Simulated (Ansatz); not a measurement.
# Lattice dynamics of (NaCl)1(CaS)2 [001] superlattice, started as rocksalt type

Task: relax (NaCl)1(CaS)2 [001] superlattice, started as rocksalt type, then find its harmonic phonons.

Method: DFT LDA, scalar-relativistic, plane waves, PAW, in Ansatz 0.2.0.

The structure was built from a prototype and need not be the compound's stable phase.

**1. Set-up**

It takes space group I4/mmm (No. 139, tetragonal). The conventional cell has a = 4.012 Å, b = 4.012 Å, c = 17.020 Å, α = 90.00°, β = 90.00°, γ = 90.00°. Nearest to Ca lie 1 Cl at 2.84 Å and 5 S at 2.84 Å. Nearest to Cl lie 2 Ca at 2.84 Å and 4 Na at 2.84 Å. Na has 2 S at 2.84 Å and 4 Cl at 2.84 Å nearest. S has 1 Na at 2.84 Å and 5 Ca at 2.84 Å nearest. Farther neighbours and most contacts between anions are not listed.

**2. Bringing the structure to rest**

Harmonic phonons are second derivatives at a point where the forces vanish, and they are wanted at zero stress, so atoms and cell are relaxed first.

Input file input.yaml:

```yaml
crystal:
  lattice:
    - [2.83667, 2.83667, 0.0]
    - [-2.83667, 2.83667, 0.0]
    - [2.83667, 0.0, 8.51]
  atoms:
    - { symbol: Ca, position: [0.333333, 0.666667, 0.333333] }
    - { symbol: Ca, position: [0.666667, 0.333333, 0.666667] }
    - { symbol: Cl, position: [0.5, 0.5, 0.0] }
    - { symbol: Na, position: [0.0, 0.0, 0.0] }
    - { symbol: S, position: [0.833333, 0.166667, 0.333333] }
    - { symbol: S, position: [0.166667, 0.833333, 0.666667] }
kpoints:
  mp_grid: { grid: [6, 6, 6] }
hamiltonian:
  xc: lda
scf:
  occupations: { method: gaussian, width: 0.02 }
output:
  forces: true
  stress: true
  eigenvalues: true
relax:
  adjacent_minimum: "off"
  f_tol: 0.005
  max_steps: 80
  cell: { stress_tol: 0.05 }
```

On the command line:

```
> ansatz run input.yaml --threads 4 --pin off --max-ram 14336MiB --backend cpu --events-out ev --progress --plain --runs-dir out
```

Numbers of over 12 decimals in the logs are rounded to 6 here.

The log of the run:

```text
Warning: the atoms were moved onto the symmetric positions of the space group found under crystal.symmetry.tolerance 1.0e-5 (fractional; no operation is sought that the atoms, as they stand in a round, miss by more than twice it, and no atom is moved by as much as it), and the run uses the moved positions. Before a round's move an operation carried an atom to 5.67e-6 Å from where it should land, the largest such dist [...]
Engine: ansatz 0.2.0, aarch64-unknown-linux-gnu
Pseudopotentials: kind: paw
Pseudopotential: Ca, paw, valence charge 10, recommended cutoff 420 eV (normal), Ca.paw.azcp
Pseudopotential: Cl, paw, valence charge 7, recommended cutoff 420 eV (normal), Cl.paw.azcp
Pseudopotential: Na, paw, valence charge 9, recommended cutoff 420 eV (normal), Na.paw.azcp
Pseudopotential: S, paw, valence charge 6, recommended cutoff 420 eV (normal), S.paw.azcp
Functional definition: SPW92
  exchange = slater_x
  correlation = pw_c
Crystal: 6 atoms, lattice volume = 136.955 Å³
Basis set: ecut = 420 eV, 2649 PW (Γ)
Bands: 30, of which v1, the nominal top of the filled ones, is band 24 counted from 1 (23 counted from 0)
Symmetry: 16 space group operations
Space group: I4/mmm (ITA 139), of the structure as read, at distance tolerance 5.2e-5 Å
k-points: 30 of 216
Non-local potential: Ca, projectors of the file, l = 0: 3, l = 1: 2, l = 2: 2
Non-local potential: Cl, projectors of the file, l = 0: 2, l = 1: 2, l = 2: 2
Non-local potential: Na, projectors of the file, l = 0: 3, l = 1: 2, l = 2: 1
Non-local potential: S, projectors of the file, l = 0: 2, l = 1: 2, l = 2: 2
PAW form: soft (Blöchl's): semilocal exchange-correlation on the pseudo side does not see the compensation charge
PAW frozen core: Ca, regenerated for the run's functional, and the local potential with it (the file was generated under x = pbe(κ = 0.804, μ = 0.219515), c = pbe(β = 0.066725))
PAW frozen core: Cl, regenerated for the run's functional, and the local potential with it (the file was generated under x = pbe(κ = 0.804, μ = 0.219515), c = pbe(β = 0.066725))
PAW frozen core: Na, regenerated for the run's functional, and the local potential with it (the file was generated under x = pbe(κ = 0.804, μ = 0.219515), c = pbe(β = 0.066725))
PAW frozen core: S, regenerated for the run's functional, and the local potential with it (the file was generated under x = pbe(κ = 0.804, μ = 0.219515), c = pbe(β = 0.066725))
PAW one-centre angular grid: Ca, 110 points (default); XC on 64 Gauss nodes
PAW one-centre angular grid: Cl, 110 points (default); XC on 64 Gauss nodes
PAW one-centre angular grid: Na, 110 points (default); XC on 64 Gauss nodes
PAW one-centre angular grid: S, 110 points (default); XC on 64 Gauss nodes
Initial density: superposition of atomic densities (neutral atoms: chi_scale 0, normalization atom), corrected by the library's trained network
Initial wavefunctions: pseudopotential atomic-orbital guess
Functional: x = slater, c = lda
SCF iter   1: F=—  HF=-7807.446939 eV  |F-HF|=—  |Δ(HF+E_count)|=         —  Δρ=6.58e-3  dr2=5.81e-2  ethr=1.77e-3  ⟨swp⟩=10.2  Hψ=5479  notcnv=0
preconditioner: auto → Resta (q_TF=auto, 2.291 Å⁻¹)  ε∞=3.8  [insulator: Δε(μ)=2.432 eV  Ē_g=9.221 eV  σ=0.020 eV  W_gap=1.00  n_scr=26 (ndim 8)  ℏωp=15.5 eV  f_vac=0.000  D(μ)=0.00/eV (n_scr^D=0)  ε∞_Penn≈3.8]
SCF iter   2: F=—  HF=-7807.428933 eV  |F-HF|=—  |Δ(HF+E_count)|=   1.80e-2  Δρ=3.14e-3  dr2=1.24e-2  ethr=1.21e-4  ⟨swp⟩=2.1  Hψ=1907  notcnv=0  defer=44
SCF iter   3: F=—  HF=-7807.425562 eV  |F-HF|=—  |Δ(HF+E_count)|=   3.37e-3  Δρ=7.30e-4  dr2=5.43e-4  ethr=2.57e-5  ⟨swp⟩=2.0  Hψ=1258  notcnv=0  defer=44
SCF iter   4: F=—  HF=-7807.425504 eV  |F-HF|=—  |Δ(HF+E_count)|=   5.76e-5  Δρ=1.34e-4  dr2=2.95e-5  ethr=1.13e-6  ⟨swp⟩=2.2  Hψ=1579  notcnv=0  defer=44
SCF iter   5: F=—  HF=-7807.425505 eV  |F-HF|=—  |Δ(HF+E_count)|=   9.51e-7  Δρ=4.24e-5  dr2=1.59e-6  ethr=6.15e-8  ⟨swp⟩=2.5  Hψ=1450  notcnv=0  defer=44
SCF iter   6: F=—  HF=-7807.425507 eV  |F-HF|=—  |Δ(HF+E_count)|=   1.17e-6  Δρ=8.23e-6  dr2=1.04e-7  ethr=3.32e-9  ⟨swp⟩=2.0  Hψ=1038  notcnv=0  defer=44
SCF iter   7: F=-7807.425507 eV  HF=-7807.425507 eV  |F-HF|=5.91e-11  |Δ(HF+E_count)|=   3.75e-8  Δρ=1.98e-6  dr2=5.70e-9  ethr=2.08e-10  ⟨swp⟩=9.3  Hψ=3531  notcnv=0
SCF 1 converged in 7 iterations: F = -7807.425507 eV  dr2 = 5.70e-9
  greatest PAW one-centre occupation: 0.999 electrons in one spin orbital (limit 2), on the Na atom at site 3 (counted from 0), in its partial waves of l = 0
relax step   1: F+E_penalty+E_count = -7807.42550659 eV  Δ(F+E_penalty+E_count) = +0.000e0 eV  max|allowed force component| = 2.370e-1 eV/Å  Δτ_max = 0.0000 Å  P = -3.422 GPa  Ω = 136.955 Å³  (7 SCF iters, dr2 threshold 1.00e-7 eV, accepted)
Crystal: 6 atoms, lattice volume = 123.444 Å³
Basis set: ecut = 420 eV, 2447 PW (Γ)
Initial density: handed on by an earlier stage of this run
Initial wavefunctions: those handed on with the density
iter 1 solved again at ethr=8.79e-4 eV; its pass at ethr=3.10e-3 eV (dr2=4.22e-1 eV) is discarded
SCF iter   1: F=—  HF=-7807.606107 eV  |F-HF|=—  |Δ(HF+E_count)|=         —  Δρ=8.80e-3  dr2=4.30e-1  ethr=8.79e-4  ⟨swp⟩=1.1  Hψ=5350  notcnv=0
preconditioner: auto → Resta (q_TF=auto, 2.331 Å⁻¹)  ε∞=4.0  [insulator: Δε(μ)=2.184 eV  Ē_g=9.383 eV  σ=0.020 eV  W_gap=1.00  n_scr=26 (ndim 8)  ℏωp=16.4 eV  f_vac=0.000  D(μ)=0.00/eV (n_scr^D=0)  ε∞_Penn≈4.0]
SCF iter   2: F=—  HF=-7807.504834 eV  |F-HF|=—  |Δ(HF+E_count)|=   1.01e-1  Δρ=3.10e-3  dr2=5.55e-2  ethr=8.79e-4  ⟨swp⟩=3.0  Hψ=1356  notcnv=0
SCF iter   3: F=—  HF=-7807.489767 eV  |F-HF|=—  |Δ(HF+E_count)|=   1.51e-2  Δρ=1.15e-3  dr2=3.32e-3  ethr=1.16e-4  ⟨swp⟩=3.2  Hψ=1545  notcnv=0  defer=46
SCF iter   4: F=—  HF=-7807.488484 eV  |F-HF|=—  |Δ(HF+E_count)|=   1.28e-3  Δρ=2.87e-4  dr2=2.01e-4  ethr=6.91e-6  ⟨swp⟩=2.4  Hψ=1242  notcnv=0  defer=46
SCF iter   5: F=—  HF=-7807.488437 eV  |F-HF|=—  |Δ(HF+E_count)|=   4.69e-5  Δρ=9.68e-5  dr2=1.44e-5  ethr=4.18e-7  ⟨swp⟩=2.0  Hψ=1244  notcnv=0  defer=46
SCF iter   6: F=—  HF=-7807.488435 eV  |F-HF|=—  |Δ(HF+E_count)|=   2.53e-6  Δρ=2.20e-5  dr2=7.23e-7  ethr=3.00e-8  ⟨swp⟩=2.0  Hψ=1481  notcnv=0  defer=46
SCF iter   7: F=-7807.488435 eV  HF=-7807.488435 eV  |F-HF|=1.60e-8  |Δ(HF+E_count)|=   6.64e-8  Δρ=6.48e-6  dr2=5.50e-8  ethr=1.25e-9  ⟨swp⟩=10.8  Hψ=3987  notcnv=0
SCF 2 converged in 7 iterations: F = -7807.488435 eV  dr2 = 5.50e-8
relax step   2: F+E_penalty+E_count = -7807.48843453 eV  Δ(F+E_penalty+E_count) = -6.293e-2 eV  max|allowed force component| = 4.471e-1 eV/Å  Δτ_max = 0.0842 Å  P = +2.182 GPa  Ω = 123.444 Å³  energy of the carried Pulay correction = +4.276e-4 eV  (7 SCF iters, dr2 threshold 6.00e-7 eV, accepted)
Crystal: 6 atoms, lattice volume = 127.854 Å³
Basis set: ecut = 420 eV, 2543 PW (Γ)
iter 1 solved again at ethr=3.38e-4 eV; its pass at ethr=3.10e-3 eV (dr2=1.62e-1 eV) is discarded
SCF iter   1: F=—  HF=-7807.581877 eV  |F-HF|=—  |Δ(HF+E_count)|=         —  Δρ=5.81e-3  dr2=1.65e-1  ethr=3.38e-4  ⟨swp⟩=1.1  Hψ=5128  notcnv=0
preconditioner: auto → Resta (q_TF=auto, 2.317 Å⁻¹)  ε∞=3.8  [insulator: Δε(μ)=2.407 eV  Ē_g=9.594 eV  σ=0.020 eV  W_gap=1.00  n_scr=26 (ndim 8)  ℏωp=16.1 eV  f_vac=0.000  D(μ)=0.00/eV (n_scr^D=0)  ε∞_Penn≈3.8]
SCF iter   2: F=—  HF=-7807.542364 eV  |F-HF|=—  |Δ(HF+E_count)|=   3.95e-2  Δρ=1.90e-3  dr2=1.53e-2  ethr=3.38e-4  ⟨swp⟩=3.1  Hψ=1421  notcnv=0
SCF iter   3: F=—  HF=-7807.538614 eV  |F-HF|=—  |Δ(HF+E_count)|=   3.75e-3  Δρ=6.26e-4  dr2=4.94e-4  ethr=3.20e-5  ⟨swp⟩=3.1  Hψ=1622  notcnv=0  defer=37
SCF iter   4: F=—  HF=-7807.538452 eV  |F-HF|=—  |Δ(HF+E_count)|=   1.63e-4  Δρ=1.01e-4  dr2=1.72e-5  ethr=1.03e-6  ⟨swp⟩=2.4  Hψ=1483  notcnv=0  defer=37
SCF iter   5: F=—  HF=-7807.538450 eV  |F-HF|=—  |Δ(HF+E_count)|=   2.40e-6  Δρ=3.29e-5  dr2=1.95e-6  ethr=3.59e-8  ⟨swp⟩=2.0  Hψ=1312  notcnv=0  defer=37
SCF iter   6: F=-7807.538449 eV  HF=-7807.538449 eV  |F-HF|=2.94e-8  |Δ(HF+E_count)|=   5.72e-7  Δρ=7.45e-6  dr2=9.90e-8  ethr=1.25e-9  ⟨swp⟩=9.3  Hψ=3829  notcnv=0
SCF 3 converged in 6 iterations: F = -7807.538449 eV  dr2 = 9.90e-8
relax step   3: F+E_penalty+E_count = -7807.53844896 eV  Δ(F+E_penalty+E_count) = -5.001e-2 eV  max|allowed force component| = 6.569e-2 eV/Å  Δτ_max = 0.0668 Å  P = -0.123 GPa  Ω = 127.854 Å³  energy of the carried Pulay correction = +2.832e-4 eV  (6 SCF iters, dr2 threshold 6.00e-7 eV, accepted)
[...]
relax step   4: F+E_penalty+E_count = -7807.53949245 eV  Δ(F+E_penalty+E_count) = -1.043e-3 eV  max|allowed force component| = 6.674e-3 eV/Å  Δτ_max = 0.0105 Å  P = -0.030 GPa  Ω = 127.655 Å³  energy of the carried Pulay correction = +2.896e-4 eV  (5 SCF iters, dr2 threshold 2.70e-7 eV, accepted)
[...]
relax step   5: F+E_penalty+E_count = -7807.53951522 eV  Δ(F+E_penalty+E_count) = -2.276e-5 eV  max|allowed force component| = 9.062e-4 eV/Å  Δτ_max = 0.0009 Å  P = +0.001 GPa  Ω = 127.588 Å³  energy of the carried Pulay correction = +2.917e-4 eV  (5 SCF iters, dr2 threshold 2.78e-9 eV, accepted)
Initial wavefunctions: pseudopotential atomic-orbital guess (no wavefunctions were taken with the density)
iter 1 solved again at ethr=8.98e-7 eV; its pass at ethr=3.10e-3 eV (dr2=4.31e-4 eV) is discarded
SCF iter   1: F=—  HF=-7807.539243 eV  |F-HF|=—  |Δ(HF+E_count)|=         —  Δρ=3.69e-5  dr2=2.14e-7  ethr=8.98e-7  ⟨swp⟩=2.7  Hψ=7372  notcnv=0
eigensolver tolerance schedule: the retry pair's looser diagonalisation over-reported the residual by 2013.04 of it (diagonalisation noise at 1.40 of the residual, at the tolerance the schedule requests for it); recorded, not acted on — ethr = c·dr2/N_el stays at c = 1.0e-1
preconditioner: auto → Resta (q_TF=auto, 2.318 Å⁻¹)  ε∞=3.9  [insulator: Δε(μ)=2.378 eV  Ē_g=9.533 eV  σ=0.020 eV  W_gap=1.00  n_scr=26 (ndim 8)  ℏωp=16.1 eV  f_vac=0.000  D(μ)=0.00/eV (n_scr^D=0)  ε∞_Penn≈3.9]
SCF iter   2: F=—  HF=-7807.539245 eV  |F-HF|=—  |Δ(HF+E_count)|=   1.55e-6  Δρ=1.92e-5  dr2=6.16e-8  ethr=4.46e-10  ⟨swp⟩=2.7  Hψ=1690  notcnv=0
SCF iter   3: F=—  HF=-7807.539245 eV  |F-HF|=—  |Δ(HF+E_count)|=   3.86e-8  Δρ=3.53e-6  dr2=8.23e-9  ethr=1.28e-10  ⟨swp⟩=2.0  Hψ=1590  notcnv=0
SCF iter   4: F=—  HF=-7807.539245 eV  |F-HF|=—  |Δ(HF+E_count)|=  6.53e-10  Δρ=7.74e-7  dr2=9.80e-10  ethr=1.71e-11  ⟨swp⟩=2.0  Hψ=1224  notcnv=0
SCF iter   5: F=-7807.539245 eV  HF=-7807.539245 eV  |F-HF|=9.09e-12  |Δ(HF+E_count)|=  3.26e-10  Δρ=8.00e-8  dr2=9.66e-12  ethr=1.00e-12  ⟨swp⟩=3.4  Hψ=3821  notcnv=0
SCF 6 converged in 5 iterations: F = -7807.539245 eV  dr2 = 9.66e-12
relax step   6: F+E_penalty+E_count = -7807.53924456 eV  Δ(F+E_penalty+E_count) = +2.707e-4 eV  max|allowed force component| = 8.759e-4 eV/Å  Δτ_max = 0.0000 Å  P = +0.001 GPa  Ω = 127.588 Å³  stress off target by 1.69e-2 GPa  SCF on the basis re-selected at this cell (its energy is not comparable with the rows above)  (5 SCF iters)
basis re-selected at this cell: Δ(F+E_penalty+E_count) = +2.707e-4 eV, ΔP = +0.000 GPa vs the last step (what re-selecting the basis moved, of the pressure what is left beyond the Pulay correction that the steps carried, after the strain that the cell walked since its last selection, with what the two solves' SCF thresholds leave and, on support functions, any second-order correction that the steps lacked; it is no m [...]
SCF converged after 5 iterations
Free energy (F): -7807.539245 eV
Harris-Foulkes:  -7807.539245 eV  (|F-HF|=9.09e-12)
Internal energy: -7807.539245 eV  (E = F + TS)
E sigma→0 (E₀):  -7807.539245 eV
Fermi energy:    6.652902 eV
--- Per-component energies (eV) ---
  E_band       = -474.713028
  E_kinetic    = 1058.629181
  E_local      = -3085.401650  (includes V_loc(G=0)·N_el)
  E_nonlocal   = 339.489776
  E_hartree    = 1043.582627
  E_xc         = -612.014750
  E_vxc        = -693.111675  (∫ρ·V_xc dr)
  E_paw        = -3640.242057  (= ΣΔE_a)
  E_vpaw       = -181.484063  (= ΣTr[D̂ρ^β])
  E_aug_tail   = 0.000075  (compensation charges beyond the density's cutoff)
  E_ewald      = -2912.786555
  E_core_change = 1.204108  (= ΣΔE_core)
  E_smearing   = -0.000000  (= −TS)
  E_closure    = 0.000000  (closes the sum)
  Σ components = -7807.539245   (vs F -7807.539245, Δ=0.00e0)
--- Forces (eV/Å), atoms counted from 1 ---
  atom   1  Ca     0.00000000     0.00000000    -0.00027554
  atom   2  Ca     0.00000000     0.00000000     0.00027554
  atom   3  Cl     0.00000000    -0.00000000     0.00000000
  atom   4  Na    -0.00000000    -0.00000000     0.00000000
  atom   5  S     -0.00000000    -0.00000000     0.00087590
  atom   6  S     -0.00000000    -0.00000000    -0.00087590
  max |Σ_I F_I| component: 4.34e-19 eV/Å
--- Stress (GPa, compression-positive) ---
       -0.006922      -0.000000       0.000000
        0.000000      -0.006922       0.000000
        0.000000       0.000000       0.016924
  P = ⅓ Tr σ = 0.0010 GPa (0.010 kbar)
--- Band table (eV; the first three rows and the last of 30) ---
  k-point 0: bands = [... 20 lower, 4.9983, 5.0463, 5.4636, 5.4636, 7.9007, 8.7626, 9.1704, 10.0386, ... 2 higher]
  k-point 1: bands = [... 20 lower, 5.0063, 5.0063, 5.4471, 5.4471, 7.8848, 8.7945, 9.4043, 10.1137, ... 2 higher]
  k-point 2: bands = [... 20 lower, 5.0243, 5.0243, 5.4124, 5.4124, 7.8556, 8.8569, 9.8943, 10.2914, ... 2 higher]
  k-point 29: bands = [... 20 lower, 4.2584, 4.3711, 4.3994, 4.5495, 8.2686, 8.5716, 10.6138, 11.0916, ... 2 higher]
--- Relaxed structure (5 steps of the walk, 5 accepted, 1 SCFs on fresh bases) ---
  F+E_penalty+E_count = -7807.53924456 eV   max|allowed force component| = 8.759e-4 eV/Å   (the final SCF, on the basis selected at the relaxed cell)
  cell:  # Å, volume = 127.5882 Å³
    - [2.767827, 2.767827, 0.0]
    - [-2.767827, 2.767827, 0.0]
    - [2.767827, 0, 8.327273]
  atoms:
    - { symbol: Ca, position: [0.331731, 0.668269, 0.336539] }
    - { symbol: Ca, position: [0.668269, 0.331731, 0.663461] }
    - { symbol: Cl, position: [0.5, 0.5, 0] }
    - { symbol: Na, position: [0, 0, 0] }
    - { symbol: S, position: [0.834336, 0.165664, 0.331329] }
    - { symbol: S, position: [0.165664, 0.834336, 0.668671] }
```

Wall time 14 s (4 threads of Arm Neoverse V1, shared host); peak memory 0.48 GiB; 52 s of CPU time.

Step by step:

| step | energy less that of the first step (eV) | largest force component (eV/Å) | pressure (GPa) | volume (Å³) |
| --- | --- | --- | --- | --- |
| 1 | 0.0000 | 0.2370 | -3.42 | 136.95 |
| 2 | -0.0629 | 0.4471 | 2.18 | 123.44 |
| 3 | -0.1129 | 0.0657 | -0.12 | 127.85 |
| 4 | -0.1140 | 0.0067 | -0.03 | 127.66 |
| 5 | -0.1140 | 0.0009 | 0.00 | 127.59 |
| 6* | -0.1137 | 0.0009 | 0.00 | 127.59 |

Relaxation steps marked * repeat the geometry before them on a plane-wave basis chosen anew for their cell, so energy and pressure can jump there.

The run keeps the 16 symmetry operations that it works with, so distortions that break them were not tested.

| conventional cell, symmetrised | before | after | change |
| --- | --- | --- | --- |
| a (Å) | 4.012 | 3.914 | -2.4 % |
| b (Å) | 4.012 | 3.914 | -2.4 % |
| c (Å) | 17.020 | 16.655 | -2.1 % |
| volume (Å³/atom) | 22.83 | 21.26 | -6.8 % |

The atoms that moved most (Å, as changes of fractional coordinates times the final cell):

| atom | dx | dy | dz | length |
| --- | --- | --- | --- | --- |
| Ca1 | 0.000 | 0.000 | 0.027 | 0.027 |
| Ca2 | 0.000 | 0.000 | -0.027 | 0.027 |
| S5 | 0.000 | 0.000 | -0.017 | 0.017 |
| S6 | 0.000 | 0.000 | 0.017 | 0.017 |

Final coordinates:

```xyz
6
Lattice="2.7678 2.7678 0.0000 -2.7678 2.7678 0.0000 2.7678 0.0000 8.3273" Properties=species:S:1:pos:R:3 pbc="T T T"
Ca    0.0000    2.7678    2.8024
Ca    2.7678    2.7678    5.5248
Cl    0.0000    2.7678    0.0000
Na    0.0000    0.0000    0.0000
S     2.7678    2.7678    2.7591
S     0.0000    2.7678    5.5682
```

Numbers from this step:

```yaml
pressure: 0.001027 GPa
gap_on_the_k_mesh: 2.378 eV
volume_per_atom: 21.26 Å³
direct_gap_on_mesh: 2.437 eV
```

In this step the volume went from 22.83 to 21.26 Å³/atom.

**3. Bringing the structure to rest**

The relaxation is repeated from its end on the same settings, as a check that it has come to rest.

input.yaml, the sections that differ from step 2:

```yaml
crystal:
  lattice:
    - [2.7678266644, 2.7678266644, 0.0]
    - [-2.7678266644, 2.7678266644, 0.0]
    - [2.7678266644, 0.0, 8.3272726844]
  atoms:
    - { symbol: Ca, position: [0.3317307461, 0.6682692539, 0.3365385078] }
    - { symbol: Ca, position: [0.6682692539, 0.3317307461, 0.6634614922] }
    - { symbol: Cl, position: [0.5, 0.5, 0.0] }
    - { symbol: Na, position: [0.0, 0.0, 0.0] }
    - { symbol: S, position: [0.8343355747, 0.1656644253, 0.3313288505] }
    - { symbol: S, position: [0.1656644253, 0.8343355747, 0.6686711495] }
output:
  forces: true
  stress: true
  eigenvalues: true
  write_density: true
  write_potential: true
  elf: true
  volumetric_format: npy
# kpoints, hamiltonian, scf, relax: as in step 2
```

The log of the run:

```text
[...]
Crystal: 6 atoms, lattice volume = 127.588 Å³
Basis set: ecut = 420 eV, 2535 PW (Γ)
Bands: 30, of which v1, the nominal top of the filled ones, is band 24 counted from 1 (23 counted from 0)
Symmetry: 16 space group operations
[...]
k-points: 30 of 216
[...]
- [2.7678266644, 2.7678266644, 0.0]
    - [-2.7678266644, 2.7678266644, 0.0]
    - [2.7678266644, 0.0, 8.3272726844]
  atoms:
    - { symbol: Ca, position: [0.3317307461, 0.6682692539, 0.3365385078] }
    - { symbol: Ca, position: [0.668269, 0.331731, 0.663461] }
    - { symbol: Cl, position: [0.5, 0.5, 0.0] }
    - { symbol: Na, position: [0.0, 0.0, 0.0] }
    - { symbol: S, position: [0.83433557475, 0.16566442525, 0.3313288505] }
    - { symbol: S, position: [0.165664, 0.83433557475, 0.6686711495] }
[key lines of the parts left out:]
SCF converged after 6 iterations
Free energy (F): -7807.539245 eV
Fermi energy:    6.652901 eV
P = ⅓ Tr σ = 0.0010 GPa (0.010 kbar)
```

The job ended after 5 s (4 threads; peak memory 0.47 GiB).

Little changed from the start: no atom moved by 0.005 Å and no cell edge by 0.1 %.

Numbers from this step:

```yaml
pressure: 0.001026 GPa
```

In this step the volume went from 21.26 to 21.26 Å³/atom.

(Part 1 of 2 ends here.)

[Logs are printed without paths, hosts, clocks, repeated set-up lines and the standing remarks that a program may print on its own settings, such as how far it seeks lower states.]

[Hosts, paths, dates, database ids (printed as entryN), source tags and the programs' standing remarks are cut or masked in the printed files.]
